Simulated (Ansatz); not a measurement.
# ThCl4 (I4_1/amd): phonons and vibrational spectra

How does ThCl4 (I4_1/amd) vibrate, and is this structure a minimum?

Calculated with Ansatz 0.2.0; DFT PBEsol, scalar-relativistic, plane waves, PAW.

### Step 1. Set-up

It takes space group I4_1/amd (No. 141, tetragonal). Conventional cell: a = 8.486 Å, b = 8.486 Å, c = 7.465 Å, α = 90.00°, β = 90.00°, γ = 90.00°. Nearest to Th lie 8 Cl at 2.72 to 2.90 Å. Cl has 2 Th at 2.72 to 2.90 Å nearest. Farther neighbours and most contacts between anions are not listed.

As a file:

```cif
data_structure
_symmetry_space_group_name_H-M 'P 1'
_symmetry_Int_Tables_number 1
_cell_length_a 7.0667
_cell_length_b 7.0667
_cell_length_c 7.0667
_cell_angle_alpha 106.199
_cell_angle_beta 106.199
_cell_angle_gamma 116.234
_cell_volume 268.79
loop_
_atom_site_label
_atom_site_type_symbol
_atom_site_fract_x
_atom_site_fract_y
_atom_site_fract_z
_atom_site_occupancy
Th1 Th 0.75000 0.25000 0.50000 1
Th2 Th 0.00000 0.00000 0.00000 1
Cl3 Cl 0.23750 0.92420 0.31330 1
Cl4 Cl 0.67420 0.86090 0.18670 1
Cl5 Cl 0.61090 0.92420 0.68670 1
Cl6 Cl 0.67420 0.48750 0.81330 1
Cl7 Cl 0.51250 0.32580 0.18670 1
Cl8 Cl 0.07580 0.76250 0.68670 1
Cl9 Cl 0.13910 0.32580 0.81330 1
Cl10 Cl 0.07580 0.38910 0.31330 1
```

### Step 2. Bringing the structure to rest

The volume is held at the value of the starting cell, while the atoms and the shape relax as far as symmetry allows.

The input, input.yaml:

```yaml
crystal:
  lattice:
    - [-4.243, 4.243, 3.7325]
    - [4.243, -4.243, 3.7325]
    - [4.243, 4.243, -3.7325]
  atoms:
    - { symbol: Th, position: [0.75, 0.25, 0.5] }
    - { symbol: Th, position: [0.0, 0.0, 0.0] }
    - { symbol: Cl, position: [0.2375, 0.9242, 0.3133] }
    - { symbol: Cl, position: [0.6742, 0.8609, 0.1867] }
    - { symbol: Cl, position: [0.6109, 0.9242, 0.6867] }
    - { symbol: Cl, position: [0.6742, 0.4875, 0.8133] }
    - { symbol: Cl, position: [0.5125, 0.3258, 0.1867] }
    - { symbol: Cl, position: [0.0758, 0.7625, 0.6867] }
    - { symbol: Cl, position: [0.1391, 0.3258, 0.8133] }
    - { symbol: Cl, position: [0.0758, 0.3891, 0.3133] }
kpoints:
  mp_grid: { grid: [4, 4, 4] }
hamiltonian:
  xc: pbesol
scf:
  occupations: { method: gaussian, width: 0.02 }
output:
  forces: true
  stress: true
  eigenvalues: true
relax:
  adjacent_minimum: "off"
  f_tol: 0.005
  max_steps: 80
  cell: { stress_tol: 0.05, fix: [volume] }
```

Started as:

```bash
$ ansatz run input.yaml --threads 16 --pin off --max-ram 61440MiB --backend cuda --events-out ev --progress --plain --runs-dir out
```

Numbers of over 12 decimals in the logs are rounded to 6 here.

Output:

```text
Engine: ansatz 0.2.0, aarch64-unknown-linux-gnu
Pseudopotentials: kind: paw
Pseudopotential: Th, paw, valence charge 12, recommended cutoff 420 eV (normal), Th.paw.azcp
Pseudopotential: Cl, paw, valence charge 7, recommended cutoff 420 eV (normal), Cl.paw.azcp
Functional definition: PBEsol
  exchange = pbesol_x
  correlation = pbesol_c
[...]
Crystal: 10 atoms, lattice volume = 268.786 Å³
Basis set: ecut = 420 eV, 5225 PW (Γ), exchange–correlation on 96×96×96 points (8 copies of the dense FFT grid, shifted against one another)
Bands: 50, of which v1, the nominal top of the filled ones, is band 40 counted from 1 (39 counted from 0)
Symmetry: 16 space group operations
Space group: I41/amd (ITA 141), of the structure as read, at distance tolerance 6.5e-5 Å
k-points: 13 of 64
Non-local potential: Th, projectors of the file, l = 0: 3, l = 1: 2, l = 2: 2, l = 3: 3
Non-local potential: Cl, projectors of the file, l = 0: 2, l = 1: 2, l = 2: 2
PAW form: soft (Blöchl's): semilocal exchange-correlation on the pseudo side does not see the compensation charge
PAW frozen core: Th, regenerated for the run's functional, and the local potential with it (the file was generated under x = pbe(κ = 0.804, μ = 0.219515), c = pbe(β = 0.066725))
PAW frozen core: Cl, regenerated for the run's functional, and the local potential with it (the file was generated under x = pbe(κ = 0.804, μ = 0.219515), c = pbe(β = 0.066725))
PAW one-centre angular grid: Th, 590 points (default); XC on 64 Gauss nodes
PAW one-centre angular grid: Cl, 110 points (default); XC on 64 Gauss nodes
Initial density: superposition of atomic densities (neutral atoms: chi_scale 0, normalization atom), corrected by the library's trained network
Initial wavefunctions: pseudopotential atomic-orbital guess
[...]
Functional: x = pbesol(κ = 0.804, μ = 0.123457), c = pbesol(β = 0.046)
SCF iter   1: F=—  HF=-34620.363713 eV  |F-HF|=—  |Δ(HF+E_count)|=         —  Δρ=5.59e-3  dr2=1.08e-1  ethr=1.77e-3  ⟨swp⟩=5.3  Hψ=2440  notcnv=0
preconditioner: auto → Resta (q_TF=auto, 2.229 Å⁻¹)  ε∞=4.7  [insulator: Δε(μ)=3.519 eV  Ē_g=10.274 eV  σ=0.020 eV  W_gap=1.00  n_scr=46 (ndim 8)  ℏωp=19.7 eV  f_vac=0.060  D(μ)=0.00/eV (n_scr^D=0)  ε∞_Penn≈4.7]
SCF iter   2: F=—  HF=-34620.344278 eV  |F-HF|=—  |Δ(HF+E_count)|=   1.94e-2  Δρ=2.20e-3  dr2=8.41e-3  ethr=1.35e-4  ⟨swp⟩=3.0  Hψ=1263  notcnv=0  defer=33
[...]
SCF iter   7: F=-34620.348594 eV  HF=-34620.348594 eV  |F-HF|=1.12e-8  |Δ(HF+E_count)|=   4.63e-7  Δρ=2.09e-6  dr2=1.42e-8  ethr=1.25e-10  ⟨swp⟩=11.4  Hψ=2813  notcnv=0
SCF 1 converged in 7 iterations: F = -34620.348594 eV  dr2 = 1.42e-8
  greatest PAW one-centre occupation: 0.980 electrons in one spin orbital (limit 2), on the Th atom at site 1 (counted from 0), in its partial waves of l = 0
relax step   1: F+E_penalty+E_count = -34620.34859363 eV  Δ(F+E_penalty+E_count) = +0.000e0 eV  max|allowed force component| = 9.586e-2 eV/Å  Δτ_max = 0.0000 Å  P = -0.673 GPa  Ω = 268.786 Å³  fix = [volume]  reactions: volume -0.673 GPa  (7 SCF iters, dr2 threshold 1.00e-7 eV, accepted)
[...]
Basis set: ecut = 420 eV, 5245 PW (Γ), exchange–correlation on 96×96×96 points (8 copies of the dense FFT grid, shifted against one another)
[...]
iter 1 solved again at ethr=6.70e-6 eV; its pass at ethr=3.10e-3 eV (dr2=5.36e-3 eV) is discarded
SCF iter   1: F=—  HF=-34620.354816 eV  |F-HF|=—  |Δ(HF+E_count)|=         —  Δρ=1.34e-3  dr2=5.12e-3  ethr=6.70e-6  ⟨swp⟩=3.1  Hψ=3648  notcnv=0
preconditioner: auto → Resta (q_TF=auto, 2.229 Å⁻¹)  ε∞=4.6  [insulator: Δε(μ)=3.700 eV  Ē_g=10.422 eV  σ=0.020 eV  W_gap=1.00  n_scr=46 (ndim 8)  ℏωp=19.7 eV  f_vac=0.060  D(μ)=0.00/eV (n_scr^D=0)  ε∞_Penn≈4.6]
SCF iter   2: F=—  HF=-34620.353513 eV  |F-HF|=—  |Δ(HF+E_count)|=   1.30e-3  Δρ=6.54e-4  dr2=8.82e-4  ethr=6.40e-6  ⟨swp⟩=2.5  Hψ=1087  notcnv=0
[...]
SCF iter   6: F=-34620.353419 eV  HF=-34620.353419 eV  |F-HF|=4.47e-8  |Δ(HF+E_count)|=   7.13e-7  Δρ=2.65e-6  dr2=2.97e-8  ethr=7.18e-10  ⟨swp⟩=6.6  Hψ=2572  notcnv=0
SCF 2 converged in 6 iterations: F = -34620.353419 eV  dr2 = 2.97e-8
relax step   2: F+E_penalty+E_count = -34620.35341932 eV  Δ(F+E_penalty+E_count) = -4.826e-3 eV  max|allowed force component| = 7.463e-2 eV/Å  Δτ_max = 0.0313 Å  P = +0.148 GPa  Ω = 268.786 Å³  energy of the carried Pulay correction = +1.033e-17 eV  fix = [volume]  reactions: volume +0.148 GPa  (6 SCF iters, dr2 threshold 5.74e-7 eV, accepted)
[...]
relax step   3: F+E_penalty+E_count = -34620.35750965 eV  Δ(F+E_penalty+E_count) = -4.090e-3 eV  max|allowed force component| = 1.632e-2 eV/Å  Δτ_max = 0.0089 Å  P = -0.150 GPa  Ω = 268.786 Å³  energy of the carried Pulay correction = +1.033e-17 eV  fix = [volume]  reactions: volume -0.150 GPa  (5 SCF iters, dr2 threshold 3.48e-7 eV, accepted)
[...]
relax step   4: F+E_penalty+E_count = -34620.35772105 eV  Δ(F+E_penalty+E_count) = -2.114e-4 eV  max|allowed force component| = 4.165e-3 eV/Å  Δτ_max = 0.0027 Å  P = -0.152 GPa  Ω = 268.786 Å³  energy of the carried Pulay correction = +5.167e-18 eV  fix = [volume]  reactions: volume -0.152 GPa  (4 SCF iters, dr2 threshold 1.67e-8 eV, accepted)
[...]
relax step   5: F+E_penalty+E_count = -34620.35771689 eV  Δ(F+E_penalty+E_count) = +4.157e-6 eV  max|allowed force component| = 4.189e-3 eV/Å  Δτ_max = 0.0000 Å  P = -0.152 GPa  Ω = 268.786 Å³  fix = [volume]  reactions: volume -0.152 GPa  stress off target by 6.95e-3 GPa on what of the cell is left free  SCF on the basis re-selected at this cell (its energy is not comparable with the rows above)  (5 SCF iters)
[...]
Harris-Foulkes:  -34620.357717 eV  (|F-HF|=1.54e-9)
Internal energy: -34620.357717 eV  (E = F + TS)
E sigma→0 (E₀):  -34620.357717 eV
Fermi energy:    5.981987 eV
--- Per-component energies (eV) ---
  E_band       = -312.970377
  E_kinetic    = 1738.899204
  E_local      = -3157.016439  (includes V_loc(G=0)·N_el)
  E_nonlocal   = 550.367352
  E_hartree    = 977.277846
  E_xc         = -1620.429286
  E_vxc        = -1327.065080  (∫ρ·V_xc dr)
  E_paw        = -28881.142141  (= ΣΔE_a)
  E_vpaw       = -72.711904  (= ΣTr[D̂ρ^β])
  E_aug_tail   = 0.000751  (compensation charges beyond the density's cutoff)
  E_ewald      = -4229.217119
  E_core_change = 0.902114  (= ΣΔE_core)
  E_smearing   = -0.000000  (= −TS)
  E_closure    = 0.000000  (closes the sum)
  Σ components = -34620.357717   (vs F -34620.357717, Δ=0.00e0)
--- Forces (eV/Å), atoms counted from 1 ---
  atom   1  Th     0.00000000    -0.00000000    -0.00000000
  atom   2  Th    -0.00000000     0.00000000     0.00000000
  atom   3  Cl     0.00000000     0.00418899     0.00196197
  atom   4  Cl    -0.00418899    -0.00000000     0.00196197
  atom   5  Cl     0.00000000    -0.00418899     0.00196197
  atom   6  Cl     0.00418899    -0.00000000     0.00196197
  atom   7  Cl    -0.00000000    -0.00418899    -0.00196197
  atom   8  Cl    -0.00418899    -0.00000000    -0.00196197
  atom   9  Cl    -0.00000000     0.00418899    -0.00196197
  atom  10  Cl     0.00418899    -0.00000000    -0.00196197
  max |Σ_I F_I| component: 1.13e-17 eV/Å
--- Stress (GPa, compression-positive) ---
       -0.148666       0.000000       0.000000
        0.000000      -0.148666      -0.000000
        0.000000      -0.000000      -0.159097
  P = ⅓ Tr σ = -0.1521 GPa (-1.521 kbar)
--- Band table (eV; the first three rows and the last of 13) ---
  k-point 0: bands = [... 36 lower, 3.6823, 3.7495, 3.7495, 4.1199, 7.8783, 7.8803, 7.9072, 8.1488, ... 6 higher]
  k-point 1: bands = [... 36 lower, 3.3885, 3.5167, 3.6191, 4.0152, 7.8953, 7.9182, 7.9437, 8.0747, ... 6 higher]
  k-point 2: bands = [... 36 lower, 3.1807, 3.1807, 3.7727, 3.7727, 7.9750, 7.9750, 7.9864, 7.9864, ... 6 higher]
  k-point 12: bands = [... 36 lower, 3.3401, 3.3401, 3.8569, 3.8569, 7.8669, 7.8669, 7.9470, 7.9470, ... 6 higher]
--- Relaxed structure (4 steps of the walk, 4 accepted, 1 SCFs on fresh bases) ---
  F+E_penalty+E_count = -34620.35771689 eV   max|allowed force component| = 4.189e-3 eV/Å   (the final SCF, on the basis selected at the relaxed cell)
  cell:  # Å, volume = 268.7855 Å³
    - [-4.227272, 4.227272, 3.760325]
    - [4.227272, -4.227272, 3.760325]
    - [4.227272, 4.227272, -3.760325]
  atoms:
    - { symbol: Th, position: [0.75, 0.25, 0.500000] }
    - { symbol: Th, position: [1.7788941957421124e-19, 1.829999648133604e-19, 0] }
    - { symbol: Cl, position: [0.241901, 0.927488, 0.314414] }
    - { symbol: Cl, position: [0.677488, 0.863074, 0.185586] }
    - { symbol: Cl, position: [0.613074, 0.927488, 0.685586] }
    - { symbol: Cl, position: [0.677488, 0.491901, 0.814414] }
    - { symbol: Cl, position: [0.508099, 0.322512, 0.185586] }
    - { symbol: Cl, position: [0.072512, 0.758099, 0.685586] }
    - { symbol: Cl, position: [0.136926, 0.322512, 0.814414] }
    - { symbol: Cl, position: [0.072512, 0.386926, 0.314414] }
```

It took 2.7 s on 1 × NVIDIA GB200 with 16 threads of Arm Neoverse V2, shared host; peak memory 1.1 GiB.

Relaxation path:

| step | energy less that of the first step (eV) | largest force component (eV/Å) | pressure (GPa) | volume (Å³) |
| --- | --- | --- | --- | --- |
| 1 | 0.0000 | 0.0959 | -0.67 | 268.79 |
| 2 | -0.0048 | 0.0746 | 0.15 | 268.79 |
| 3 | -0.0089 | 0.0163 | -0.15 | 268.79 |
| 4 | -0.0091 | 0.0042 | -0.15 | 268.79 |
| 5 | -0.0091 | 0.0042 | -0.15 | 268.79 |

The log counts 1 steps on a newly chosen plane-wave basis, not all of them marked here; energy and pressure can jump at such steps.

The run keeps the 16 symmetry operations that it works with, so distortions that break them were not tested.

| conventional cell, symmetrised | before | after | change |
| --- | --- | --- | --- |
| a (Å) | 8.486 | 8.455 | -0.4 % |
| b (Å) | 8.486 | 8.455 | -0.4 % |
| c (Å) | 7.465 | 7.521 | +0.7 % |
| volume (Å³/atom) | 26.88 | 26.88 | -0.0 % |

The atoms that moved most (Å, as changes of fractional coordinates times the final cell):

| atom | dx | dy | dz | length |
| --- | --- | --- | --- | --- |
| Cl5 | 0.000 | -0.009 | 0.025 | 0.026 |
| Cl7 | 0.000 | -0.009 | -0.025 | 0.026 |
| Cl8 | -0.009 | 0.000 | -0.025 | 0.026 |
| Cl10 | 0.009 | 0.000 | -0.025 | 0.026 |
| Cl6 | 0.009 | 0.000 | 0.025 | 0.026 |
| Cl3 | 0.000 | 0.009 | 0.025 | 0.026 |
| Cl9 | 0.000 | 0.009 | -0.025 | 0.026 |
| Cl4 | -0.009 | 0.000 | 0.025 | 0.026 |

Numbers from this step:

```yaml
pressure: -0.1521 GPa
gap_on_the_k_mesh: 3.724 eV
volume_per_atom: 26.88 Å³
direct_gap_on_mesh: 3.758 eV
```

In this step the volume went from 26.88 to 26.88 Å³/atom.

### Step 3. Relaxing to small forces for the phonons

At the same fixed volume the relaxation is repeated with tight tolerances, on the k mesh and occupations of the phonon run that follows.

The input, input.yaml:

```yaml
crystal:
  lattice:
    - [-4.2272723227, 4.2272723227, 3.7603253944]
    - [4.2272723227, -4.2272723227, 3.7603253944]
    - [4.2272723227, 4.2272723227, -3.7603253944]
  atoms:
    - { symbol: Th, position: [0.75, 0.25, 0.5] }
    - { symbol: Th, position: [0.0, 0.0, 0.0] }
    - { symbol: Cl, position: [0.2419013605, 0.9274876475, 0.314413713] }
    - { symbol: Cl, position: [0.6774876475, 0.8630739345, 0.185586287] }
    - { symbol: Cl, position: [0.6130739345, 0.9274876475, 0.685586287] }
    - { symbol: Cl, position: [0.6774876475, 0.4919013605, 0.814413713] }
    - { symbol: Cl, position: [0.5080986395, 0.3225123525, 0.185586287] }
    - { symbol: Cl, position: [0.0725123525, 0.7580986395, 0.685586287] }
    - { symbol: Cl, position: [0.1369260655, 0.3225123525, 0.814413713] }
    - { symbol: Cl, position: [0.0725123525, 0.3869260655, 0.314413713] }
kpoints:
  mp_grid: { grid: [4, 4, 4] }
hamiltonian:
  xc: pbesol
scf:
  occupations: { method: fixed }
output:
  forces: true
  stress: true
  eigenvalues: true
relax:
  adjacent_minimum: "off"
  f_tol: 0.001
  max_steps: 60
  cell: { stress_tol: 0.01, fix: [volume] }
```

Output:

```text
[...]
Crystal: 10 atoms, lattice volume = 268.786 Å³
Basis set: ecut = 420 eV, 5245 PW (Γ), exchange–correlation on 96×96×96 points (8 copies of the dense FFT grid, shifted against one another)
Bands: 50, of which v1, the nominal top of the filled ones, is band 40 counted from 1 (39 counted from 0)
Symmetry: 16 space group operations
[...]
k-points: 13 of 64
[...]
- { symbol: Th, position: [0, 0, 0] }
    - { symbol: Cl, position: [0.242110, 0.927599, 0.314512] }
    - { symbol: Cl, position: [0.677599, 0.863087, 0.185488] }
    - { symbol: Cl, position: [0.613087, 0.927599, 0.685488] }
    - { symbol: Cl, position: [0.677599, 0.492110, 0.814512] }
    - { symbol: Cl, position: [0.507890, 0.322401, 0.185488] }
    - { symbol: Cl, position: [0.072401, 0.757890, 0.685488] }
    - { symbol: Cl, position: [0.136913, 0.322401, 0.814512] }
    - { symbol: Cl, position: [0.072401, 0.386913, 0.314512] }
[key lines of the parts left out:]
SCF converged after 6 iterations
Fermi energy:    4.119891 eV
P = ⅓ Tr σ = -0.1446 GPa (-1.446 kbar)
```

The job ended after 2.1 s (1 × NVIDIA GB200 with 16 threads; peak memory 1.2 GiB).

Little changed from the start: no atom moved by 0.005 Å and no cell edge by 0.1 %.

Numbers from this step:

| Quantity | Value |
| --- | --- |
| pressure | -0.1446 GPa |
| direct gap on mesh | 3.759 eV |

The largest force component left is 0.54 meV/Å. The volume is held at 26.88 Å³/atom, so a pressure of -0.14 GPa remains at this level.

(Continued in part 2 of 3.)

[Logs are printed without paths, hosts, clocks, repeated set-up lines and the standing remarks that a program may print on its own settings, such as how far it seeks lower states.]

[Hosts, paths, dates, database ids (printed as entryN), source tags and the programs' standing remarks are cut or masked in the printed files.]
